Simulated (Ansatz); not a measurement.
# 3-layer 1T-PtS2 (AA) in a perpendicular field

Aim: how the 3-layer 1T-PtS2 (AA) screens a field along its normal, and what the field does to its bands. A positive field points along +c.

Method: plane-wave DFT, PBE-D3(BJ), Ansatz PAW, in Ansatz 0.2.0.

This is a report of a sequence of runs, with the program logs left out and the cost of each run kept.

### 1. The system as given

The cell holds 9 atoms: 6 S and 3 Pt. Its edges and angles: a = 3.570 Å, b = 3.570 Å, c = 55.042 Å, α = 90.0°, β = 90.0°, γ = 120.0°. Regions: layer 1: 1T-PtS2, 3 atoms (2 S and 1 Pt); layer 2: 1T-PtS2, 3 atoms (2 S and 1 Pt); layer 3: 1T-PtS2, 3 atoms (2 S and 1 Pt). Vacuum lies along c.

### 2. Relaxing the slab

The starting cell is a guess, so the in-plane lattice and the atoms are relaxed first, with the slab cut off from its images along the normal.

Input file input.yaml:

```yaml
crystal:
  lattice:
    - [3.57, 0.0, 0.0]
    - [-1.785, 3.0917106915, 0.0]
    - [0.0, 0.0, 55.0422591826]
  atoms:
    - { symbol: S, position: [0.6666666667, 0.3333333333, 0.390608967] }
    - { symbol: Pt, position: [0.0, 0.0, 0.4089047858] }
    - { symbol: S, position: [0.3333333333, 0.6666666667, 0.4272006045] }
    - { symbol: S, position: [0.6666666667, 0.3333333333, 0.4817041813] }
    - { symbol: Pt, position: [0.0, 0.0, 0.5] }
    - { symbol: S, position: [0.3333333333, 0.6666666667, 0.5182958187] }
    - { symbol: S, position: [0.6666666667, 0.3333333333, 0.5727993955] }
    - { symbol: Pt, position: [0.0, 0.0, 0.5910952142] }
    - { symbol: S, position: [0.3333333333, 0.6666666667, 0.609391033] }
  periodic: [true, true, false]
kpoints:
  mp_grid: { grid: [12, 12, 1] }
hamiltonian:
  xc: pbe
  dispersion: d3bj
scf:
  occupations: { method: fermi_dirac, width: 0.05 }
  convergence: { dr2_threshold: 1.0e-09 }
relax:
  f_tol: 0.004
  max_steps: 90
  cell: {}
output:
  write_potential: true
  write_density: true
  volumetric_format: npy
```

Started as:

```sh
$ ansatz run input.yaml --threads 4 --pin off --max-ram 8192MiB --backend cpu --events-out ev --progress --plain --runs-dir out
```

It took 2.4 min on 4 threads of AMD EPYC (Zen 3), shared host; peak memory 1.4 GiB.

Step by step:

| step | energy less that of the first step (eV) | largest force component (eV/Å) | volume (Å³) |
| --- | --- | --- | --- |
| 1 | 0.0000 | 3.0881 | 607.52 |
| 2 | -1.8972 | 0.4176 | 612.37 |
| 3 | -1.9695 | 0.1234 | 600.33 |
| 4 | -1.9782 | 0.0552 | 604.43 |
| 5 | -1.9796 | 0.0058 | 606.87 |
| 6 | -1.9796 | 0.0021 | 606.82 |
| 7* | -1.9796 | 0.0021 | 606.82 |

Relaxation steps marked * repeat the geometry before them on a plane-wave basis chosen anew for their cell, so energy and pressure can jump there.

The run keeps the 12 symmetry operations that the program found, so distortions that break them were not tested.

| cell as run | before | after | change |
| --- | --- | --- | --- |
| a (Å) | 3.570 | 3.568 | -0.1 % |
| b (Å) | 3.570 | 3.568 | -0.1 % |

The atoms that moved most (Å, along periodic axes as changes of fractional coordinates times the final cell, across vacuum about the mean position):

| atom | dx | dy | dz | length |
| --- | --- | --- | --- | --- |
| S7 | 0.000 | 0.000 | -0.494 | 0.494 |
| S3 | 0.000 | 0.000 | 0.494 | 0.494 |
| Pt2 | 0.000 | 0.000 | 0.296 | 0.296 |
| Pt8 | 0.000 | 0.000 | -0.296 | 0.296 |
| S4 | 0.000 | 0.000 | -0.208 | 0.208 |
| S6 | 0.000 | 0.000 | 0.208 | 0.208 |
| S9 | 0.000 | 0.000 | -0.065 | 0.065 |
| S1 | 0.000 | 0.000 | 0.065 | 0.065 |

This step gave:

```yaml
energy_at_zero_smearing: -42987.9682 eV
```

The lattice constant a goes from 3.570 to 3.568 Å.

### 3. Atoms held, field 0, start network

A sawtooth potential applies the field, turning back in the middle of the vacuum. With the dipole correction the typed value is the field outside the slab. The induced dipole is small, so the SCF threshold is tight.

The cell differs from the one that the last finished run ended in (c 55.042 → 29.912 Å).

Input file input.yaml:

```yaml
crystal:
  lattice:
    - [3.5679301076, 0.0, 0.0]
    - [-1.7839650538, 3.0899181121, 0.0]
    - [0.0, 0.0, 29.9118829405]
  atoms:
    - { symbol: S, position: [0.6666666667, 0.3333333333, 0.3008837664] }
    - { symbol: Pt, position: [0.0, 0.0, 0.3422517298] }
    - { symbol: S, position: [0.3333333333, 0.6666666667, 0.3825416679] }
    - { symbol: S, position: [0.6666666667, 0.3333333333, 0.4593888261] }
    - { symbol: Pt, position: [0.0, 0.0, 0.5] }
    - { symbol: S, position: [0.3333333333, 0.6666666667, 0.5406111739] }
    - { symbol: S, position: [0.6666666667, 0.3333333333, 0.6174583321] }
    - { symbol: Pt, position: [0.0, 0.0, 0.6577482702] }
    - { symbol: S, position: [0.3333333333, 0.6666666667, 0.6991162336] }
kpoints:
  mp_grid: { grid: [18, 18, 1] }
  band_path:
    path: [[0, 0, 0], [0.5, 0, 0], [0.33333333, 0.33333333, 0], [0, 0, 0]]
    npoints: 16
hamiltonian:
  xc: pbe
  dispersion: d3bj
scf:
  occupations: { method: fermi_dirac, width: 0.02585 }
  convergence: { dr2_threshold: 1.0e-10 }
efield:
  axis: 3
  dipole_correction: true
  ramp_position: 0.97
  ramp_width: 0.06
  amplitude: 0
output:
  dos: { projected: true, e_range: [-6, 5] }
  write_potential: true
  write_density: true
  volumetric_format: npy
  elf: true
```

Run time: 58 s. Hardware: 4 threads; peak memory 1.2 GiB; 3.7 min of CPU time.

This step gave:

| Quantity | Value |
| --- | --- |
| dipole along the normal | 8.58e-8 e·Å |
| gap along the path | 0.5704 eV |
| smallest direct gap along the path | 1.125 eV |
| ionisation energy, upper face | 5.409 eV |
| electron affinity, upper face | 4.839 eV |
| gap, the smaller of path and mesh | 0.5704 eV |

Running mean over a fixed 2.5 Å (it still follows the layers) of the planar mean; the ramp of the sawtooth is left out. Electron's electrostatic potential energy less the Fermi level against z:

| z (Å) | electron's electrostatic potential energy less the Fermi level (eV) |
| --- | --- |
| 4 | 5.12 |
| 5 | 5.12 |
| 6 | 5.10 |
| 7 | 4.56 |
| 8 | 0.668 |
| 9 | -5.84 |
| 10 | -10.5 |
| 11 | -9.06 |
| 12 | -3.25 |
| 13 | -2.74 |
| 14 | -8.03 |
| 15 | -10.8 |
| 16 | -7.47 |
| 17 | -2.60 |
| 18 | -3.58 |
| 19 | -9.49 |
| 20 | -10.4 |
| 21 | -5.17 |
| 22 | 1.11 |
| 23 | 4.69 |
| 24 | 5.10 |
| 25 | 5.12 |
| 26 | 5.12 |

The density of states has structure finer than the step of the table below, so its rows give means over 0.25 eV. Peaks (eV: height): -4.840: 16.9, -4.680: 18.3, -3.460: 18.6, -3.380: 22.9, -3.330: 30.5, -1.590: 20.9, -1.450: 15.6.

Density of states against energy, zero at the Fermi level of the run, which the smearing sets inside the gap; means over each step:

| energy (eV) | density of states (states/eV a cell) |
| --- | --- |
| -5.75 | 8.40 |
| -5.50 | 3.63 |
| -5.25 | 6.66 |
| -5.00 | 9.46 |
| -4.75 | 14.0 |
| -4.50 | 9.55 |
| -4.25 | 4.77 |
| -4.00 | 1.60 |
| -3.75 | 4.61 |
| -3.50 | 13.8 |
| -3.25 | 13.4 |
| -3.00 | 5.75 |
| -2.75 | 6.76 |
| -2.50 | 8.23 |
| -2.25 | 8.88 |
| -2.00 | 9.21 |
| -1.75 | 7.90 |
| -1.50 | 10.9 |
| -1.25 | 2.50 |
| -1.00 | 2.15 |
| -0.75 | 1.65 |
| -0.50 | 1.33 |
| -0.25 | 0.463 |
| 0.00 | 0 |
| 0.25 | 0.538 |
| 0.50 | 5.26 |
| 0.75 | 5.14 |
| 1.00 | 9.60 |
| 1.25 | 7.86 |
| 1.50 | 8.89 |
| 1.75 | 7.59 |
| 2.00 | 2.81 |

Projected DOS per atom over height of the atomic layer and energy from the Fermi level. Layers: S Pt S S Pt S S Pt S from below.

Ten even steps from '0' (0.01 states/eV) to '9' (3.42 states/eV), each cell a mean:
```
000000000
222323222
223111322
222222222
111121111
000000000
000000000
000000000
000000000
211101112
423212324
222333222
232222232
121121121
261141162
171191171
000010000
040030040
262272262
241141142
120010021
232232232
```
Columns: height of the atomic layer (Å) from 9 to 20.9 (not evenly spaced); rows upwards: energy from the Fermi level (eV) from -5.96 to 2.23.

The electronic bands at the labelled points (eV, zero at the Fermi level of the run, which the smearing sets inside the gap):

| point | band 42 | band 43 | band 44 | band 45 | band 46 | band 47 | band 48 | band 49 |
| --- | --- | --- | --- | --- | --- | --- | --- | --- |
| Γ | -1.52 | -1.52 | -1.07 | -0.33 | 1.49 | 1.49 | 1.89 | 1.89 |
| halfway | -1.65 | -1.59 | -1.34 | -0.78 | 0.34 | 0.82 | 0.98 | 1.42 |
| M | -2.96 | -2.92 | -2.40 | -1.79 | 1.09 | 1.14 | 1.54 | 1.67 |
| halfway | -2.35 | -2.17 | -1.83 | -1.67 | 0.69 | 0.95 | 1.09 | 1.21 |
| K | -2.09 | -2.09 | -1.85 | -1.85 | 0.43 | 0.43 | 1.04 | 1.04 |
| halfway | -1.63 | -1.62 | -1.26 | -0.86 | 0.45 | 0.79 | 0.84 | 0.99 |
| Γ | -1.52 | -1.52 | -1.07 | -0.33 | 1.49 | 1.49 | 1.89 | 1.89 |

Electrostatic potential energy in the ca plane at fractional y = 0.000, with atoms of Pt within 0.2 Å of it. With pseudopotentials it is smooth inside the atoms' cores, unlike the true potential.

Ten even steps from '0' (-66 eV) to '9' (8 eV), each cell a mean:
```
99999999999999999999972001699999997200169999
99999999999999999999986335899999998633589999
99999999999999999999998888999999999888899999
99999999999999999999899999989999988999998999
99999999999999999999889999889999988999988999
99999999999999999999999999999999999999999999
99999999999999999999997667899999998766789999
99999999999999999999983002799999997400279999
99999999999999999999971000599999996100058999
```
Columns run along c (16.0 Å, from fractional 0.05 to 0.59 of the cell; values clipped at the 3rd and 97th percentile), rows up along a (3.6 Å). Atoms in or near the plane, at fractional coordinates: Pt at (0.34, 0.00), Pt at (0.50, 0.00).

Valence density in the ca plane at fractional y = 0.000, with atoms of Pt within 0.2 Å of it. It is the smooth field of the valence electrons, not physical close to the nuclei.

Ten steps, logarithmic in the rise over the least value, from '0' (0 e/Å³) to '9' (11 e/Å³), each cell a mean:
```
00000000000000000001248998521000125799853100
00000000000000000001235776421000123577642100
00000000000000000012233343322111123334332211
00000000000000000012332222332211233222233221
00000000000000000012332222332212233222233221
00000000000000000012233333322111223333332211
00000000000000000011234554321101123455432110
00000000000000000001247887421000124688742100
00000000000000000001258998631000125899863100
```
Columns run along c (16.0 Å, from fractional 0.05 to 0.59 of the cell), rows up along a (3.6 Å). Atoms in or near the plane, at fractional coordinates: Pt at (0.34, 0.00), Pt at (0.50, 0.00).

ELF in the ca plane at fractional y = 0.000, with atoms of Pt within 0.2 Å of it. It is the smooth field of the valence electrons, not physical close to the nuclei.

Values, 5 rows by 16 columns, each cell a mean:
```
0.00 0.00 0.00 0.00 0.00 0.00 0.05 0.26 0.57 0.43 0.13 0.07 0.34 0.60 0.34 0.07
0.00 0.00 0.00 0.00 0.00 0.06 0.35 0.50 0.29 0.39 0.34 0.23 0.45 0.28 0.45 0.23
0.00 0.00 0.00 0.00 0.01 0.13 0.57 0.65 0.26 0.47 0.48 0.34 0.57 0.21 0.57 0.34
0.00 0.00 0.00 0.00 0.00 0.04 0.23 0.40 0.34 0.36 0.26 0.17 0.38 0.35 0.38 0.17
0.00 0.00 0.00 0.00 0.00 0.00 0.03 0.27 0.63 0.50 0.12 0.06 0.39 0.65 0.39 0.06
```
Columns run along c (16.0 Å, from fractional 0.05 to 0.59 of the cell), rows up along a (3.6 Å). Atoms in or near the plane, at fractional coordinates: Pt at (0.34, 0.00), Pt at (0.50, 0.00).

The gap is 0.57 eV, with the valence edge 5.41 eV and the conduction edge 4.84 eV under the upper vacuum level. Spin-orbit coupling, left out in this run, matters for the bands of elements this heavy.

### 4. Atoms held, field 0.1 V/Å

input.yaml, as its differences from that of step 3:

```diff
@@ -29,7 +29,6 @@
   dipole_correction: true
-  ramp_position: 0.97
-  ramp_width: 0.06
-  amplitude: 0
+  ramp_position: 0.9582
+  ramp_width: 0.0836
+  amplitude: 0.1
 output:
-  dos: { projected: true, e_range: [-6, 5] }
   write_potential: true
@@ -37,2 +36 @@
   volumetric_format: npy
-  elf: true
```

Elapsed: 61 s, on 4 threads; peak memory 1.1 GiB.

The dipole is 0.0812 e·Å, and the gap 0.569 eV.

### 5. Atoms held, field -0.1 V/Å

input.yaml, as its differences from that of step 4:

```diff
@@ -31,3 +31,3 @@
   ramp_width: 0.0836
-  amplitude: 0.1
+  amplitude: -0.1
 output:
```

Elapsed: 64 s, on 4 threads; peak memory 1.1 GiB.

The dipole is -0.0812 e·Å, and the gap 0.569 eV.

### 6. Atoms held, field 0.2 V/Å

input.yaml, as its differences from that of step 5:

```diff
@@ -31,3 +31,3 @@
   ramp_width: 0.0836
-  amplitude: -0.1
+  amplitude: 0.2
 output:
```

It took 64 s on 4 threads; peak memory 1.1 GiB.

The dipole is 0.162 e·Å, and the gap 0.565 eV.

### 7. Single point, field 0.3 V/Å

input.yaml, as its differences from that of step 6:

```diff
@@ -29,5 +29,5 @@
   dipole_correction: true
-  ramp_position: 0.9582
-  ramp_width: 0.0836
-  amplitude: 0.2
+  ramp_position: 0.9558
+  ramp_width: 0.0884
+  amplitude: 0.3
 output:
```

Run time: 64 s. Hardware: 4 threads; peak memory 1.1 GiB; 4 min of CPU time.

The dipole is 0.244 e·Å, and the gap 0.558 eV.

### 8. Response, atoms held

This step: plane-wave DFT, PBE-D3(BJ), Ansatz PAW; response to a field along the normal, atoms held (Ansatz 0.2.0).

The dipoles give the slope, and the difference of two potentials shows where the field is screened.

Numbers from this step:

```yaml
equivalent_conductor_thickness_p_eps_0ae: 13.33 Å
distance_between_the_outer_atoms: 11.91 Å
```

Table of dipole of the cell by applied field:

| applied field (V/Å) | dipole of the cell (e·Å) |
| --- | --- |
| -0.100 | -0.0812 |
| 0.000 | 0 |
| 0.100 | 0.0812 |
| 0.200 | 0.162 |
| 0.300 | 0.244 |

Local field over the applied field, running mean. From the potentials at -0.1 and 0.1 V/Å; running mean over 2.8 Å. Table of local field over applied field by z:

| z (Å) | local field over applied field |
| --- | --- |
| 5 | 0.996 |
| 6 | 0.965 |
| 7 | 0.810 |
| 8 | 0.506 |
| 9 | 0.198 |
| 10 | 0.0404 |
| 11 | 0.0457 |
| 12 | 0.0841 |
| 13 | 0.0873 |
| 14 | 0.0500 |
| 15 | 0.0213 |
| 16 | 0.0540 |
| 17 | 0.0894 |
| 18 | 0.0816 |
| 19 | 0.0418 |
| 20 | 0.0462 |
| 21 | 0.221 |
| 22 | 0.536 |
| 23 | 0.831 |
| 24 | 0.970 |
| 25 | 0.996 |

Electrons, planar mean, per unit field. Table of induced electron density by z:

z (Å), induced electron density (e/Å³ per V/Å) and a bar from the least value:
```
        5    0.00002 ###############
        6    0.00014 ###############
        7    0.00096 ###################
        8    0.00335 ##############################
        9    0.00137 #####################
       10   -0.00003 ###############
       11   -0.00022 ##############
       12   -0.00031 #############
       13    0.00033 ################
       14    0.00057 #################
       15   -0.00002 ###############
       16   -0.00071 ############
       17   -0.00030 #############
       18    0.00034 ################
       19    0.00003 ###############
       20    0.00012 ###############
       21   -0.00139 #########
       22   -0.00327 
       23   -0.00082 ###########
       24   -0.00011 ##############
       25   -0.00001 ###############
```

The smaller of the gaps on the path and on the k-mesh, counted as 0 under 0.03 eV. Table of gap by applied field:

| applied field (V/Å) | gap (eV) |
| --- | --- |
| -0.100 | 0.569 |
| 0.000 | 0.570 |
| 0.100 | 0.569 |
| 0.200 | 0.565 |
| 0.300 | 0.558 |

By hand: between -0.1 and 0.1 V/Å the dipole changes by 0.1624 e·Å, a slope of 0.8121 e·Å²/V. A perfect conductor of thickness t has p = ε₀AEt, so t = 180.95 × 0.8121 / 11.025 = 13.33 Å (e/ε₀ = 180.95 V·Å, A in Å²).

The induced dipole is that of a conductor 13.33 Å thick.

### 9. Results

```json
{
 "gap without field": "0.570 eV",
 "ionisation energy, upper face": "5.41 eV",
 "electron affinity, upper face": "4.84 eV",
 "equivalent conductor thickness, atoms held": "13.3 Å"
}
```

In words: The induced dipole equals that of a perfect conductor 13.33 Å thick, while the outer atoms lie 11.91 Å apart; an out-of-plane ε follows only once a thickness t is chosen, by 1 − 1/ε = 13.33 Å / t. The gap goes from 0.57 eV to 0.56 eV at 0.3 V/Å. Semilocal functionals give gaps that are too small, and excitons are not included. Spin-orbit coupling is left out, which matters for the bands of elements this heavy.

[Long decimals in the printed logs are rounded to 6 places.]

[Logs are printed without paths, hosts, clocks, repeated set-up lines and the standing remarks that a program may print on its own settings, such as how far it seeks lower states.]

[Hosts, paths, dates, database ids (printed as entryN), source tags and the programs' standing remarks are cut or masked in the printed files.]

[Maps of the electrostatic potential energy from Ansatz leave out the sawtooth potential of an applied field or a dipole correction, so their vacuum need not be flat; planar profiles and work functions include it.]

[The density of states shown here was stored with 400 of the rows of the run's finer table, so its peaks can read low, often by over a quarter, or be missed, and its means over a window can be off by a tenth or more.]
